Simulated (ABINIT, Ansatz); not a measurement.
## Quasiparticle gap of Bi2S2O (P4/nmm) in ABINIT

Aim: the G0W0 gap of Bi2S2O (P4/nmm) on PBEsol, step by step.

Method: PBEsol and many-body steps on it, plane waves, in ABINIT 10.8.3.

### Step 1. The starting structure

Symmetry: P4/nmm, No. 129, tetragonal system. Conventional cell: a = 3.954 Å, b = 3.954 Å, c = 14.051 Å, α = 90.00°, β = 90.00°, γ = 90.00°. Nearest to Bi lie 5 S at 2.52 to 2.82 Å. Bi has 4 O at 2.34 Å and 4 S at 3.12 Å nearest. Nearest to S lie 4 Bi at 2.82 Å. Nearest to S lie 5 Bi at 2.52 to 3.12 Å. Nearest to O lie 4 Bi at 2.34 Å. Farther neighbours and most contacts between anions are not listed.

The cell and positions are those that the Materials Project relaxed with its own functionals (PBE, PBE+U or r2SCAN), kept fixed. Spin-orbit coupling is left out unless a step names it.

### Step 2. Ground state

This step: ABINIT 10.8.3; DFT, PBEsol, plane waves, norm-conserving pseudopotentials.

The ground-state density comes first.

Input file run.abi:

```
acell 3*1.0 Angstrom
rprim 
  3.954101390000 0.000000000000 0.000000000000
  0.000000000000 3.954101390000 0.000000000000
  0.000000000000 0.000000000000 14.050579580000
ntypat 3
znucl 83 16 8
natom 10
typat 1 1 1 1 2 2 2 2 3 3
xred 
  0.000000000000 0.500000000000 0.866495830000
  0.500000000000 0.000000000000 0.133504170000
  0.500000000000 0.000000000000 0.589093140000
  0.000000000000 0.500000000000 0.410906860000
  0.500000000000 0.000000000000 0.894313410000
  0.000000000000 0.500000000000 0.105686590000
  0.000000000000 0.500000000000 0.687487520000
  0.500000000000 0.000000000000 0.312512480000
  0.000000000000 0.000000000000 0.500000000000
  0.500000000000 0.500000000000 0.500000000000
pp_dirpath "pseudos"
pseudos "Bi.upf, S.upf, O.upf"
ecut 42
ngkpt 6 6 2
nshiftk 1
shiftk 0 0 0
kptopt 1
chksymbreak 0
nband 73
occopt 1
tolvrs 1e-10
nstep 60
prtwf 0
optforces 0
optstress 0
indata_prefix "in"
outdata_prefix "out"
tmpdata_prefix "tmp"
```

The run is started by

```console
$ OMP_NUM_THREADS=1 mpirun -n 8 abinit run.abi > log
```

Numbers of over 12 decimals in the logs are rounded to 6 here.

Output:

```text
.Version 10.8.3 of ABINIT. v10.8.2 released Aug 2026.

 Symmetries : space group P4/n m m (#129); Bravais tP (primitive tetrag.)
================================================================================
 Values of the parameters that define the memory need of the present run
     intxc =       0    ionmov =       0      iscf =       7    lmnmax =       6
     lnmax =       6     mgfft =     160  mpssoang =       3    mqgrid =    7747
     natom =      10  nloc_mem =       1    nspden =       1   nspinor =       1
    nsppol =       1      nsym =      16    n1xccc =    2501    ntypat =       3
    occopt =       1   xclevel =       2
-    mband =          73        mffmem =           1         mkmem =           3
       mpw =       19326          nfft =      324000          nkpt =          20
================================================================================
  Rough estimation (10% accuracy) of disk space for files :
================================================================================

--------------------------------------------------------------------------------
------------- Echo of variables that govern the present computation ------------
--------------------------------------------------------------------------------
 -outvars: echo values of preprocessed input variables --------
            acell      1.8897261259E+00  1.8897261259E+00  1.8897261259E+00 Bohr

      chksymbreak           0
             ecut      4.20000000E+01 Hartree
-          fftalg         312

              ixc     -116133
              kpt      0.00000000E+00  0.00000000E+00  0.00000000E+00
                       1.66666667E-01  0.00000000E+00  0.00000000E+00
                       3.33333333E-01  0.00000000E+00  0.00000000E+00
                       5.00000000E-01  0.00000000E+00  0.00000000E+00
                       1.66666667E-01  1.66666667E-01  0.00000000E+00
                       3.33333333E-01  1.66666667E-01  0.00000000E+00
                       5.00000000E-01  1.66666667E-01  0.00000000E+00
                       3.33333333E-01  3.33333333E-01  0.00000000E+00
                       5.00000000E-01  3.33333333E-01  0.00000000E+00
   [... 9 further rows ...]
                       5.00000000E-01  3.33333333E-01  5.00000000E-01
                       5.00000000E-01  5.00000000E-01  5.00000000E-01
         kptrlatt        6    0    0      0    6    0      0    0    2
          kptrlen      4.48330122E+01
P           mkmem           3
            natom          10
            nband          73
            ngfft          45      45     160
             nkpt          20
            nstep          60
             nsym          16
           ntypat           3
              occ      2.000000  2.000000  2.000000  2.000000  2.000000  2.000000
                       2.000000  2.000000  2.000000  2.000000  2.000000  2.000000
                       2.000000  2.000000  2.000000  2.000000  2.000000  2.000000
                       2.000000  2.000000  2.000000  2.000000  2.000000  2.000000
                       2.000000  2.000000  2.000000  2.000000  2.000000  2.000000
                       2.000000  2.000000  2.000000  2.000000  2.000000  2.000000
                       2.000000  2.000000  2.000000  2.000000  2.000000  2.000000
                       2.000000  2.000000  2.000000  2.000000  2.000000  2.000000
                       2.000000  2.000000  2.000000  2.000000  2.000000  2.000000
                       2.000000  2.000000  2.000000  2.000000  2.000000  2.000000
                       2.000000  2.000000  2.000000  2.000000  0.000000  0.000000
                       0.000000  0.000000  0.000000  0.000000  0.000000  0.000000
                       0.000000
        optforces           0
        optstress           0
            prtwf           0
            rprim      3.9541013900E+00  0.0000000000E+00  0.0000000000E+00
[...]
spgroup         129

           tolvrs      1.00000000E-10

             xred      0.0000000000E+00  5.0000000000E-01  8.6649583000E-01
[...]
znucl       83.00000   16.00000    8.00000

================================================================================

 chkinp: Checking input parameters for consistency.

================================================================================
== DATASET  1 ==================================================================
-   mpi_nproc: 8, omp_nthreads: 1 (-1 if OMP is not activated)

--- !DatasetInfo
iteration_state: {dtset: 1, }
dimensions: {natom: 10, nkpt: 20, mband: 73, nsppol: 1, nspinor: 1, nspden: 1, mpw: 19326, }
cutoff_energies: {ecut:  42.0, pawecutdg:  -1.0, }
electrons: {nelect:   1.28000000E+02, charge:   0.00000000E+00, occopt:   1.00000000E+00, tsmear:   1.00000000E-02, }

 Real(R)+Recip(G) space primitive vectors, cartesian coordinates (Bohr,Bohr^-1):
 R(1)=  7.4721687  0.0000000  0.0000000  G(1)=  0.1338300  0.0000000  0.0000000
 R(2)=  0.0000000  7.4721687  0.0000000  G(2)=  0.0000000  0.1338300  0.0000000
 R(3)=  0.0000000  0.0000000 26.5517473  G(3)=  0.0000000  0.0000000  0.0376623
 Unit cell volume ucvol=  1.4824718E+03 bohr^3
 Angles (23,13,12)=  9.00000000E+01  9.00000000E+01  9.00000000E+01 degrees

 getcut: wavevector=  0.0000  0.0000  0.0000  ngfft=  45  45 160
[...]
================================================================================

--- !BeginCycle
iteration_state: {dtset: 1, }
solver: {iscf: 7, nstep: 60, nline: 4, wfoptalg: 0, }
tolerances: {tolvrs: 1.00E-10, }

     iter   Etot(hartree)      deltaE(h)  residm     vres2
 ETOT  1  -1003.3163178573    -1.003E+03 2.598E-01 1.564E+03
 ETOT  2  -1005.2799048697    -1.964E+00 2.974E-02 9.370E+02
 ETOT  3  -1005.3077738643    -2.787E-02 3.849E-03 2.349E+03
 ETOT  4  -1005.3244844181    -1.671E-02 2.366E-03 1.730E+03
 ETOT  5  -1005.3465258293    -2.204E-02 1.905E-03 2.668E+02
 ETOT  6  -1005.3489523089    -2.426E-03 1.518E-03 7.051E+01
 ETOT  7  -1005.3497836568    -8.313E-04 1.361E-03 3.755E-01
 ETOT  8  -1005.3498002810    -1.662E-05 2.842E-04 2.410E-02
 ETOT  9  -1005.3498009044    -6.233E-07 2.106E-04 1.622E-02
 ETOT 10  -1005.3498013034    -3.990E-07 1.606E-04 8.027E-05
 ETOT 11  -1005.3498013062    -2.862E-09 1.181E-04 1.285E-05
 ETOT 12  -1005.3498013064    -2.052E-10 8.846E-05 3.602E-06
 ETOT 13  -1005.3498013064     5.366E-11 6.022E-05 1.506E-08
 ETOT 14  -1005.3498013065    -6.401E-11 4.499E-05 2.106E-08
 ETOT 15  -1005.3498013065    -2.569E-11 2.921E-05 1.134E-10
 ETOT 16  -1005.3498013065    -4.127E-11 2.624E-05 4.159E-11

 At SCF step   16       vres2   =  4.16E-11 < tolvrs=  1.00E-10 =>converged.

--- !ResultsGS
iteration_state: {dtset: 1, }
comment   : Summary of ground state results
lattice_vectors:
- [  7.4721687,   0.0000000,   0.0000000, ]
- [  0.0000000,   7.4721687,   0.0000000, ]
- [  0.0000000,   0.0000000,  26.5517473, ]
lattice_lengths: [   7.47217,    7.47217,   26.55175, ]
lattice_angles: [ 90.000,  90.000,  90.000, ] # degrees, (23, 13, 12)
lattice_volume:   1.4824718E+03
convergence: {deltae: -4.127E-11, res2:  4.159E-11, residm:  2.624E-05, diffor:  0.000E+00, }
etotal    :  -1.00534980E+03
entropy   :   0.00000000E+00
fermie    :   2.44054619E-01
cartesian_stress_tensor: null
pressure_GPa: null
xred      :
- [  0.0000E+00,   5.0000E-01,   8.6650E-01, Bi]
- [  5.0000E-01,   0.0000E+00,   1.3350E-01, Bi]
- [  5.0000E-01,   0.0000E+00,   5.8909E-01, Bi]
- [  0.0000E+00,   5.0000E-01,   4.1091E-01, Bi]
- [  5.0000E-01,   0.0000E+00,   8.9431E-01,  S]
- [  0.0000E+00,   5.0000E-01,   1.0569E-01,  S]
- [  0.0000E+00,   5.0000E-01,   6.8749E-01,  S]
- [  5.0000E-01,   0.0000E+00,   3.1251E-01,  S]
- [  0.0000E+00,   0.0000E+00,   5.0000E-01,  O]
- [  5.0000E-01,   5.0000E-01,   5.0000E-01,  O]
cartesian_forces: null
force_length_stats: {min: null, max: null, mean: null, }

 Integrated electronic density in atomic spheres:
 ------------------------------------------------
 Atom  Sphere_radius  Integrated_density
[...]
================================================================================

 ----iterations are completed or convergence reached----

 Mean square residual over all n,k,spin=   84.217E-09; max=  26.244E-06
 reduced coordinates (array xred) for   10 atoms
[...]
0.000000000000      0.500000000000      0.105686590000
       0.000000000000      0.500000000000      0.687487520000
       0.500000000000      0.000000000000      0.312512480000
       0.000000000000      0.000000000000      0.500000000000
       0.500000000000      0.500000000000      0.500000000000
 rms dE/dt=  0.0000E+00; max dE/dt=  0.0000E+00; dE/dt below (all hartree)
    1       0.000000000000      0.000000000000      0.000000000000
    2       0.000000000000      0.000000000000      0.000000000000
    3       0.000000000000      0.000000000000      0.000000000000
    4       0.000000000000      0.000000000000      0.000000000000
    5       0.000000000000      0.000000000000      0.000000000000
    6       0.000000000000      0.000000000000      0.000000000000
    7       0.000000000000      0.000000000000      0.000000000000
    8       0.000000000000      0.000000000000      0.000000000000
    9       0.000000000000      0.000000000000      0.000000000000
   10       0.000000000000      0.000000000000      0.000000000000

 cartesian coordinates (angstrom) at end:
[...]
6      0.000000     1.977051     1.484958
    7      0.000000     1.977051     9.659598
    8      1.977051     0.000000     4.390981
    9      0.000000     0.000000     7.025290
   10      1.977051     1.977051     7.025290
 length scales=  1.889726125908  1.889726125908  1.889726125908 bohr
              =  1.000000000000  1.000000000000  1.000000000000 angstroms
 prteigrs : about to open file out_EIG
 Fermi (or HOMO) energy (hartree) =   0.24405   Average Vxc (hartree)=  -0.38542
 Eigenvalues (hartree) for nkpt=  20  k points:
 kpt#   1, nband= 73, wtk=  0.01389, kpt=  0.0000  0.0000  0.0000 (reduced coord)
  -5.39253   -5.39253   -5.38123   -5.38123   -3.11597   -3.11597   -3.11597   -3.11597
  -3.11363   -3.11363   -3.10424   -3.10423   -3.10356   -3.10356   -3.10356   -3.10356
  -0.59245   -0.59242   -0.59112   -0.59101   -0.59100   -0.59099   -0.58871   -0.58871
  -0.58859   -0.58859   -0.58608   -0.57987   -0.57987   -0.57978   -0.57919   -0.57864
  -0.57764   -0.57747   -0.57747   -0.57665   -0.44939   -0.36090   -0.27160   -0.25901
  -0.20225   -0.19059   -0.11259   -0.06281   -0.04751   -0.01264    0.05492    0.05492
   0.10018    0.12301    0.12301    0.13559    0.13559    0.14907    0.15684    0.16224
   0.16224    0.18819    0.20326    0.20326    0.20770    0.21034    0.21643    0.21643
   0.29557    0.32295    0.38535    0.39190    0.39190    0.39734    0.42194    0.42442
   0.42446
 prteigrs : prtvol=0 or 1, do not print more k-points.

--- !EnergyTerms
iteration_state     : {dtset: 1, }
comment             : Components of total free energy in Hartree
kinetic             :  2.97222536998574E+02
hartree             :  3.46991361359202E+02
xc                  : -1.62522191700394E+02
Ewald energy        : -4.91305978430034E+02
psp_core            :  1.38987904884415E+01
local_psp           : -1.06318972187678E+03
non_local_psp       :  5.35554018544743E+01
total_energy        : -1.00534980130652E+03
total_energy_eV     : -2.73569617556720E+04
band_energy         : -1.39731885231453E+02

== END DATASET(S) ==============================================================
================================================================================

 -outvars: echo values of variables after computation  --------
           etotal     -1.0053498013E+03
            nband          73
             nkpt          20
          spgroup         129
 [... the other variables as echoed above ...]

 Calculation completed.
```

It took 4.5 min on 8 MPI ranks of AMD EPYC 9R45, shared host; peak memory 1.8 GiB.

This step gave:

```
total energy               : -27356.9618 eV
gap                        : 0.9451 eV
k of the valence top       : 0.5, 0, 0
k of the conduction bottom : 0.5, 0, 0
least direct gap           : 0.9451 eV
```

The gap is direct, at (0.500, 0.000, 0.000).

[end of part 1 of 3]

[Paths, hosts, dates, memory and timing lines, banners, echoed tables and standing remarks are left out of the program output.]

[Logs are printed without paths, hosts, clocks, repeated set-up lines and the standing remarks that a program may print on its own settings, such as how far it seeks lower states.]

[Runs of the session that timed out or met a known fault of the program may be left out.]

[Hosts, paths, dates, database ids (printed as entryN), source tags and the programs' standing remarks are cut or masked in the printed files.]

[G0W0 gaps are taken among the corrected bands and points alone; a level outside them can change the order at an edge.]

[Where Ansatz stands beside ABINIT at settings called matched, ABINIT's density can come from a denser mesh and the files from another edition; pairs whose starting gaps differed by over 0.03 eV were left out, so agreement reads better than it is.]
